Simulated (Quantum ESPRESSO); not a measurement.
# Dipole at the next field: Mo2CO2 MXene, 1 layer

Method. Quantum ESPRESSO 7.5, vdW-DF-cx, GBRV ultrasoft, PBE files; sawtooth field along the normal with dipole correction, ions clamped, threshold 1e-9 Ry; cell area 8.279 Å².

```tsv
field (V/Å)	dipole (e Å a cell)
0	−0.00002
0.1	0.02521
0.2	0.05042
```

**Question.** What is the dipole at 0.4 V/Å, and what electrostatic thickness 4πα/A follows from the rows?

By hand: The slope is (0.05042 − (−0.00002))/0.2 = 0.2522 e Å²/V, so 4πα/A = 180.95 × 0.2522/8.279 = 5.51 Å. Linear response gives p = −0.00002 + 0.2522 × (0.4) = 0.10086 e Å; a parabola through the three rows gives 0.10078.

What the calculation gave: p = 0.10095 e Å. The line misses by 0.1 % of the induced dipole and the parabola by 0.2 %. The response is linear over this range.

**Limits.** Electrons alone respond; local and semilocal functionals tend to overscreen.

[Logs are printed without paths, hosts, clocks, repeated set-up lines and the standing remarks that a program may print on its own settings, such as how far it seeks lower states.]
